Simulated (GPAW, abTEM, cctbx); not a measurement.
# W with Re on a W site: the scripts behind a bonding study

Short scripts, each with its output. The cell is our own: W with Re on a W site, neutral, in a cell of 16 atoms, repeated periodically, so this is a dense ordered array of defects; cell and atoms are relaxed.

## 1. Relax the structure

```text
cell
1.0
     6.370000000    0.000000000    0.000000000
     0.000000000    6.370000000    0.000000000
     0.000000000    0.000000000    6.370000000
Re W
1 15
Direct
0.000000000 0.000000000 0.000000000
0.250000000 0.250000000 0.250000000
0.000000000 0.000000000 0.500000000
0.250000000 0.250000000 0.750000000
0.000000000 0.500000000 0.000000000
0.250000000 0.750000000 0.250000000
0.000000000 0.500000000 0.500000000
0.250000000 0.750000000 0.750000000
0.500000000 0.000000000 0.000000000
0.750000000 0.250000000 0.250000000
0.500000000 0.000000000 0.500000000
0.750000000 0.250000000 0.750000000
0.500000000 0.500000000 0.000000000
0.750000000 0.750000000 0.250000000
0.500000000 0.500000000 0.500000000
0.750000000 0.750000000 0.750000000
```

```python
from ase.constraints import FixSymmetry
from ase.filters import FrechetCellFilter
from ase.io import read, write
from ase.optimize import BFGS
from ase.parallel import parprint
from gpaw import GPAW, PW, FermiDirac

atoms = read("start.vasp")
atoms.set_initial_magnetic_moments([0.05, 0.05, 0.05, 0.05, 0.05, 0.05, 0.05, 0.05, 0.05, 0.05, 0.05, 0.05, 0.05, 0.05, 0.05, 0.05])
atoms.set_constraint(FixSymmetry(atoms))
atoms.calc = GPAW(mode=PW(570), xc="PBE", kpts={"size": (2, 2, 2), "gamma": True},
                 occupations=FermiDirac(0.1), maxiter=120, symmetry={"tolerance": 1e-5}, txt="relax.txt")
BFGS(FrechetCellFilter(atoms), maxstep=0.15).run(fmax=0.04, steps=60)
parprint("cell  %.4f %.4f %.4f  %.2f %.2f %.2f" % tuple(atoms.cell.cellpar()))
parprint("volume %.3f A^3, largest force %.3f eV/A, largest stress %.2f GPa" % (atoms.get_volume(), abs(atoms.get_forces()).max(), 160.218 * abs(atoms.get_stress()).max()))
atoms.set_constraint()
write("relaxed.vasp", atoms, direct=True)
```

```console
$ OMP_NUM_THREADS=1 mpirun -n 8 gpaw python run.py > gpaw.log
```

```text
      Step        Energy          fmax
BFGS:    0     -185.713170        0.396040
BFGS:    1     -185.719866        0.364770
BFGS:    2     -185.752633        0.088666
BFGS:    3     -185.753398        0.062282
BFGS:    4     -185.754179        0.001297
cell  6.3421 6.3421 6.3421  90.00 90.00 90.00
volume 255.093 A^3, largest force 0.001 eV/A, largest stress 0.00 GPa
```

Time: 7.1 min on 8 cores of Arm Neoverse N1 (shared host), peak memory 3.6 GiB.

## 2. Build the all-electron density and subtract free atoms

```text
cell
1.0
     6.342098300    0.000000000    0.000000000
     0.000000000    6.342098300    0.000000000
     0.000000000    0.000000000    6.342098300
Re W
1 15
Direct
0.000000000 0.000000000 0.000000000
0.250240720 0.250240720 0.250240720
0.000000000 0.000000000 0.500000000
0.250240720 0.250240720 0.749759280
0.000000000 0.500000000 0.000000000
0.250240720 0.749759280 0.250240720
0.000000000 0.500000000 0.500000000
0.250240720 0.749759280 0.749759280
0.500000000 0.000000000 0.000000000
0.749759280 0.250240720 0.250240720
0.500000000 0.000000000 0.500000000
0.749759280 0.250240720 0.749759280
0.500000000 0.500000000 0.000000000
0.749759280 0.749759280 0.250240720
0.500000000 0.500000000 0.500000000
0.749759280 0.749759280 0.749759280
```

```python
import numpy as np
from ase.io import read
from ase.units import Bohr
from gpaw import GPAW, PW, FermiDirac
from gpaw.calculator import GPAW as OldGPAW
from gpaw.mpi import serial_comm, world
from scipy.special import erfc
from scipy.spatial import cKDTree

atoms = read("cell.vasp")
atoms.set_initial_magnetic_moments([0.05, 0.05, 0.05, 0.05, 0.05, 0.05, 0.05, 0.05, 0.05, 0.05, 0.05, 0.05, 0.05, 0.05, 0.05, 0.05])
atoms.calc = GPAW(mode=PW(450), xc="PBE", kpts={"size": (3, 3, 3), "gamma": True},
                 occupations=FermiDirac(0.1), maxiter=120, symmetry={"tolerance": 1e-5}, txt="scf.txt")
atoms.get_potential_energy()
rho = atoms.calc.get_all_electron_density(gridrefinement=2)
moments = atoms.get_magnetic_moments() if atoms.calc.get_number_of_spins() == 2 else np.zeros(len(atoms))
total = atoms.get_magnetic_moment() if moments.any() else 0.0
if world.rank == 0:
    free = OldGPAW(mode=PW(450), xc="PBE", txt=None, communicator=serial_comm)
    neutral = atoms.copy()
    neutral.set_initial_magnetic_moments(None)
    free.initialize(neutral)
    free.set_positions(neutral)
    drho = rho - free.get_all_electron_density(gridrefinement=2)
    # GPAW starts from confined atoms: exchange their smooth part for that of the datasets' free atoms
    h = np.stack(np.meshgrid(*[np.fft.fftfreq(n, 1 / n) for n in drho.shape], indexing="ij"), -1)
    gabs = np.linalg.norm(h @ atoms.cell.reciprocal(), axis=-1)
    tails = np.fft.fftn(free.get_pseudo_density(gridrefinement=2))
    g, form, v0 = np.linspace(0, gabs.max(), 1500), {}, 0
    for e in set(atoms.symbols):
        idx = atoms.symbols.search(e)
        d = free.setups[idx[0]].data
        r, w = d.rgd.r_g * Bohr, d.rgd.r_g**2 * d.rgd.dr_g
        j0 = np.sinc(2 * g[:, None] * r)
        smooth = sum(f * p**2 for f, p in zip(d.f_j, d.phit_jg)) + np.sqrt(4 * np.pi) * d.nct_g
        full = sum(f * p**2 for f, p in zip(d.f_j, d.phi_jg)) + np.sqrt(4 * np.pi) * d.nc_g
        phase = sum(np.exp(-2j * np.pi * h @ s) for s in atoms.get_scaled_positions()[idx])
        tails -= np.interp(gabs, g, j0 @ (smooth * w)) * phase * drho.size / atoms.get_volume()
        form[e] = j0 @ (full * w)
        v0 += 2 * np.pi / 3 * 14.3996 * (full * w * r**2).sum() * len(idx)  # V A^3
    tails *= 0.5 * erfc((gabs - 1.8) / 0.25)  # the tails differ at long wavelengths alone
    drho += np.fft.ifftn(tails).real  # crystal minus superposed spherical free atoms
    np.save("drho.npy", drho)
    dv = atoms.get_volume() / drho.size
    print("grid", drho.shape, " electrons %.3f" % (rho.sum() * dv), " moved by bonding %.3f e" % (abs(drho).sum() * dv / 2))
    pts = np.indices(drho.shape).reshape(3, -1).T / drho.shape @ atoms.cell
    shifts = (np.indices((3, 3, 3)).reshape(3, -1).T - 1) @ atoms.cell
    images = (atoms.positions[None] + shifts[:, None]).reshape(-1, 3)
    dist, idx = cKDTree(images).query(pts, k=4)
    out = drho.ravel()[dist[:, 0] > 0.5]
    print("deformation density beyond 0.5 A of the nuclei: max %.3f, min %.3f e/A^3" % (out.max(), out.min()))
    tie = dist < dist[:, :1] + 1e-4
    q = -np.bincount((idx % len(atoms))[tie], (drho.ravel()[:, None] / tie.sum(1, keepdims=True) * tie)[tie], len(atoms)) * dv
    print("atom        x       y       z   Voronoi charge  moment")
    for a, s, c, m in zip(atoms, atoms.get_scaled_positions(), q, moments):
        print("%-2s%-3d %7.4f %7.4f %7.4f %10.3f %10.2f" % (a.symbol, a.index + 1, *s, c, m))
    np.savez("free.npz", g=g, **form)
    print("mean inner potential of superposed free atoms %.3f V" % (v0 / atoms.get_volume()))
    print("total magnetic moment %.3f muB" % total)
```

```console
$ OMP_NUM_THREADS=1 mpirun -n 8 gpaw python run.py > gpaw.log
```

```text
grid (64, 64, 64)  electrons 1185.000  moved by bonding 5.123 e
deformation density beyond 0.5 A of the nuclei: max 0.092, min -0.300 e/A^3
atom        x       y       z   Voronoi charge  moment
Re1    0.0000  0.0000  0.0000     -0.069       0.00
W 2    0.2502  0.2502  0.2502      0.008      -0.00
W 3    0.0000  0.0000  0.5000     -0.022      -0.00
W 4    0.2502  0.2502  0.7498      0.008      -0.00
W 5    0.0000  0.5000  0.0000     -0.022      -0.00
W 6    0.2502  0.7498  0.2502      0.008      -0.00
W 7    0.0000  0.5000  0.5000      0.016      -0.00
W 8    0.2502  0.7498  0.7498      0.008      -0.00
W 9    0.5000  0.0000  0.0000     -0.022      -0.00
W 10   0.7498  0.2502  0.2502      0.008      -0.00
W 11   0.5000  0.0000  0.5000      0.016      -0.00
W 12   0.7498  0.2502  0.7498      0.008      -0.00
W 13   0.5000  0.5000  0.0000      0.016      -0.00
W 14   0.7498  0.7498  0.2502      0.008      -0.00
W 15   0.5000  0.5000  0.5000      0.022      -0.00
W 16   0.7498  0.7498  0.7498      0.008      -0.00
mean inner potential of superposed free atoms 36.920 V
total magnetic moment -0.000 muB
```

Time: 97 s.

## 3. Fourier-transform the difference

```python
from cctbx import adptbx, crystal, miller, xray
from cctbx.eltbx import tiny_pse
import numpy as np

cs = crystal.symmetry(unit_cell=(6.3421, 6.3421, 6.3421, 90, 90, 90), space_group_symbol='Hall: -P 4 2 3')  # Pm-3m
atoms = [  # label, site, U (iso, or U11 U22 U33 U12 U13 U23 in A^2), occupancy
    ("Re1", (0, 0, 0), 0.0000, 1),
    ("W1", (0.25024, 0.25024, 0.25024), 0.0000, 1),
    ("W2", (0, 0, 0.5), 0.0000, 1),
    ("W3", (0, 0.5, 0.5), 0.0000, 1),
    ("W4", (0.5, 0.5, 0.5), 0.0000, 1),
]
xs = xray.structure(crystal_symmetry=cs)
for label, site, u, occ in atoms:
    u = adptbx.u_cif_as_u_star(cs.unit_cell(), u) if isinstance(u, tuple) else u
    xs.add_scatterer(xray.scatterer(label, site=site, u=u, occupancy=occ))
xs.scattering_type_registry(table="wk1995")
drho = np.load("drho.npy")
T = np.array([[1, 0, 0], [0, 1, 0], [0, 0, 1]])  # conventional axes in terms of the primitive ones
dF = np.fft.ifftn(drho) * 255.09322  # electrons a conventional cell, indexed by primitive hkl
ms = miller.build_set(cs, anomalous_flag=False, d_min=0.9).sort("resolution")
iam = ms.structure_factors_from_scatterers(xs, algorithm="direct").f_calc()
p1 = xs.expand_to_p1()
z = np.array([tiny_pse.table(sc.scattering_type).atomic_number() for sc in p1.scatterers()])
x = np.array(p1.sites_frac())
free = np.load("free.npz")
print("static structure factors of the conventional cell: F in electrons, V (Mott-Bethe) in volts")
print("   h  k  l      d  |F| table  |F| free   |F| DFT   change   |V| free  |V| DFT  change %")
for h, d, table in list(zip(ms.indices(), ms.d_spacings().data(), iam.data()))[:18]:
    df = dF[tuple(np.rint(np.linalg.solve(T, h)).astype(int))]
    phase = np.exp(2j * np.pi * x @ h)
    f = sum(np.interp(1 / d, free["g"], free[sc.scattering_type]) * p for sc, p in zip(p1.scatterers(), phase))
    fz = (z * phase).sum()
    c = 14.3996 * d * d / (np.pi * cs.unit_cell().volume())
    v0, v1 = abs(fz - f) * c, abs(fz - f - df) * c
    print("%4d%3d%3d %7.4f %9.3f %9.3f %9.3f %8.3f %9.3f %8.3f %8s" % (h + (d, abs(table), abs(f), abs(f + df), abs(f + df) - abs(f), v0, v1, "%.1f" % (100 * (v1 / v0 - 1)) if v0 > 0.02 else "-")))
```

```console
$ python run.py
```

```text
static structure factors of the conventional cell: F in electrons, V (Mott-Bethe) in volts
   h  k  l      d  |F| table  |F| free   |F| DFT   change   |V| free  |V| DFT  change %
   0  1  0  6.3421     0.170     0.174     0.133   -0.041     0.048    0.018    -61.8
   0  1  1  4.4845     1.018     1.021     0.992   -0.029     0.007    0.003        -
   1  1  1  3.6616     0.983     0.989     0.984   -0.005     0.003    0.004        -
   0  2  0  3.1711     0.945     0.955     0.997    0.042     0.009    0.001        -
   0  2  1  2.8363     1.678     1.691     1.721    0.030     0.029    0.025    -15.0
   1  2  1  2.5892     0.866     0.882     0.928    0.046     0.014    0.008        -
   0  2  2  2.2423   974.565   973.101   970.884   -2.216    19.142   19.343      1.0
   1  2  2  2.1140     0.068     0.086     0.086    0.001     0.002    0.002        -
   0  3  0  2.1140     2.959     2.972     2.940   -0.032     0.057    0.059      4.6
   0  3  1  2.0055     0.771     0.786     0.789    0.004     0.015    0.015        -
   1  3  1  1.9122     0.761     0.774     0.753   -0.021     0.015    0.016        -
   2  2  2  1.8308     0.757     0.768     0.753   -0.015     0.014    0.015        -
   0  3  2  1.7590     1.307     1.294     1.303    0.008     0.021    0.021     -2.2
   1  3  2  1.6950     0.739     0.746     0.692   -0.053     0.013    0.016        -
   0  4  0  1.5855   873.588   871.798   870.330   -1.468    14.147   14.213      0.5
   2  3  2  1.5382     2.676     2.673     2.612   -0.061     0.043    0.045      6.1
   0  4  1  1.5382     0.074     0.077     0.056   -0.021     0.001    0.002        -
   1  4  1  1.4948     0.723     0.723     0.714   -0.009     0.011    0.012        -
```

Time: 0.48 s on 1 core of Arm Neoverse N1 (shared host), peak memory 0.08 GiB.

## 4. Scan a probe

```python
import abtem
import numpy as np
from ase.build import make_supercell
from ase.io import read

abtem.config.set({"dask.lazy": False, "fft": "fftw", "diagnostics.progress_bar": False})
M = [[0, 0, -1], [-1, 1, 0], [1, 1, 0]]  # rows: x, y and beam direction in the primitive cell's axes
unit = make_supercell(read("cell.vasp"), M)
unit.set_cell(list(unit.cell.lengths()) + [90, 90, 90], scale_atoms=True)
unit.positions[:, 2] += 0.5606  # keeps atomic planes off the slice boundaries
unit.wrap()
slab = unit * (2, 2, 4)
print(slab.get_chemical_formula(), "| box %.2f x %.2f x %.2f A" % tuple(slab.cell.lengths()))

# change of the potential by bonding, from the DFT deformation density (Poisson's equation term by term)
drho = np.load("drho.npy")
prim = read("cell.vasp")
h = np.stack(np.meshgrid(*[np.fft.fftfreq(n, 1 / n) for n in drho.shape], indexing="ij"), -1).reshape(-1, 3).astype(int)
g2 = ((h @ prim.cell.reciprocal()) ** 2).sum(1)
keep = (g2 > 0) & (g2 < 2.5**2)
shape = (46, 65, 56)
vg = np.zeros(shape, complex)
hm = h[keep] @ np.array(M).T
move = np.exp(-2j * np.pi * hm[:, 2] * (0.5606 / unit.cell[2, 2] - 0.5 / shape[2]))  # the same shift, sampled at mid-points
vg[tuple(hm.T % np.array(shape)[:, None])] = -14.3996 / np.pi * (np.fft.fftn(drho).ravel() / drho.size)[keep] / g2[keep] * move
dV = np.fft.ifftn(vg).real * vg.size
dV = dV.reshape(46, 65, 8, 7).mean(3) * unit.cell[2, 2] / 8  # V A, projected in each slice
dV = np.tile(dV.transpose(2, 0, 1), (4, 2, 2))


def build(atoms):
    p = abtem.Potential(atoms, gpts=(92, 130), slice_thickness=[slab.cell[2, 2] / 32] * 32,
                        parametrization="lobato", projection="infinite", exit_planes=16).build()
    p.array[:] += BONDING * dV
    return p


def potentials():
    yield build(slab)  # atoms at rest


for label, BONDING in (("IAM", 0.0), ("DFT", 1.0)):
    print("=====", label)
    potential = build(slab)
    print("grid", potential.gpts, "slices", potential.num_slices)
    thickness = potential.exit_thicknesses
    probe = abtem.Probe(energy=100000, semiangle_cutoff=18)
    probe.grid.match(potential)
    print("wavelength %.5f A, largest angle on the grid %.0f mrad" % (probe.wavelength, min(probe.cutoff_angles)))
    detectors = {"ABF": (9, 18), "BF": (0, 9), "LAADF": (22, 58)}  # mrad
    columns = [  # name, x, y (A)
        ("ReW", 0.000, 0.000),
        ("W2", 4.755, 0.000),
        ("void", 5.549, 1.121),
    ]
    scan = abtem.GridScan(start=(0.0000, 0.0000), end=(6.3421, 8.9691), gpts=(13, 18), endpoint=False)
    dets = [abtem.AnnularDetector(*v) for v in detectors.values()] + [abtem.PixelatedDetector(max_angle=27)]
    runs = [probe.scan(p, scan=scan, detectors=dets, max_batch=32) for p in potentials()]
    out = [sum(x[1:], x[0]) / len(x) for x in zip(*runs)]
    images = dict(zip(detectors, out))
    images["iCOM"] = out[-1].center_of_mass().integrate_gradient()
    np.save(label + "_pacbed.npy", out[-1].array.mean(axis=(1, 2)))
    print("PACBED pixel %.3f x %.3f mrad" % out[-1].angular_sampling)
    for name, im in images.items():
        im = im.interpolate(sampling=0.1, boundary="periodic").gaussian_filter(0.35)
        np.save(label + "_" + name + ".npy", im.array)
        print(name, "signal at the columns" + (", fraction of the beam" if name in detectors else ""))
        print("  t (A)     mean" + "".join("%10s" % c[0][:9] for c in columns))
        for t, a in list(zip(thickness, im.array))[1:]:
            at = [a[round((x - 0.0000) / im.sampling[0]) % a.shape[0], round((y - 0.0000) / im.sampling[1]) % a.shape[1]] for _, x, y in columns]
            print("%7.1f %8.5f" % (t, a.mean()) + "".join("%10.5f" % v for v in at))
```

```console
$ python run.py
```

```text
Re32W480 | box 12.68 x 17.94 x 35.88 A
===== IAM
grid (92, 130) slices 32
wavelength 0.03701 A, largest angle on the grid 89 mrad
PACBED pixel 2.918 x 2.063 mrad
ABF signal at the columns, fraction of the beam
  t (A)     mean       ReW        W2      void
   17.9  0.50033   0.36199   0.49816   0.61281
   35.9  0.44679   0.33466   0.33791   0.54523
BF signal at the columns, fraction of the beam
  t (A)     mean       ReW        W2      void
   17.9  0.19620   0.13929   0.23098   0.25947
   35.9  0.16774   0.11890   0.16127   0.23058
LAADF signal at the columns, fraction of the beam
  t (A)     mean       ReW        W2      void
   17.9  0.20387   0.28488   0.18603   0.08017
   35.9  0.19909   0.17969   0.29067   0.13053
iCOM signal at the columns
  t (A)     mean       ReW        W2      void
   17.9  0.03302   0.05006   0.04283   0.01767
   35.9  0.03302   0.03851   0.05326   0.01799
===== DFT
grid (92, 130) slices 32
wavelength 0.03701 A, largest angle on the grid 89 mrad
PACBED pixel 2.918 x 2.063 mrad
ABF signal at the columns, fraction of the beam
  t (A)     mean       ReW        W2      void
   17.9  0.49958   0.36133   0.49724   0.61212
   35.9  0.44501   0.33376   0.33590   0.54304
BF signal at the columns, fraction of the beam
  t (A)     mean       ReW        W2      void
   17.9  0.19591   0.13916   0.23082   0.25912
   35.9  0.16732   0.11909   0.16071   0.22945
LAADF signal at the columns, fraction of the beam
  t (A)     mean       ReW        W2      void
   17.9  0.20466   0.28548   0.18683   0.08094
   35.9  0.20100   0.18044   0.29237   0.13307
iCOM signal at the columns
  t (A)     mean       ReW        W2      void
   17.9  0.03346   0.05094   0.04367   0.01785
   35.9  0.03346   0.03965   0.05440   0.01801
```

Time: 17 s.

[Outputs are excerpts: Python notices, other lines and further rows are left out; steps that failed or that the build refused (PBEsol, TPSS) are not shown.]

[Logs are printed without paths, hosts, clocks, repeated set-up lines and the standing remarks that a program may print on its own settings, such as how far it seeks lower states.]
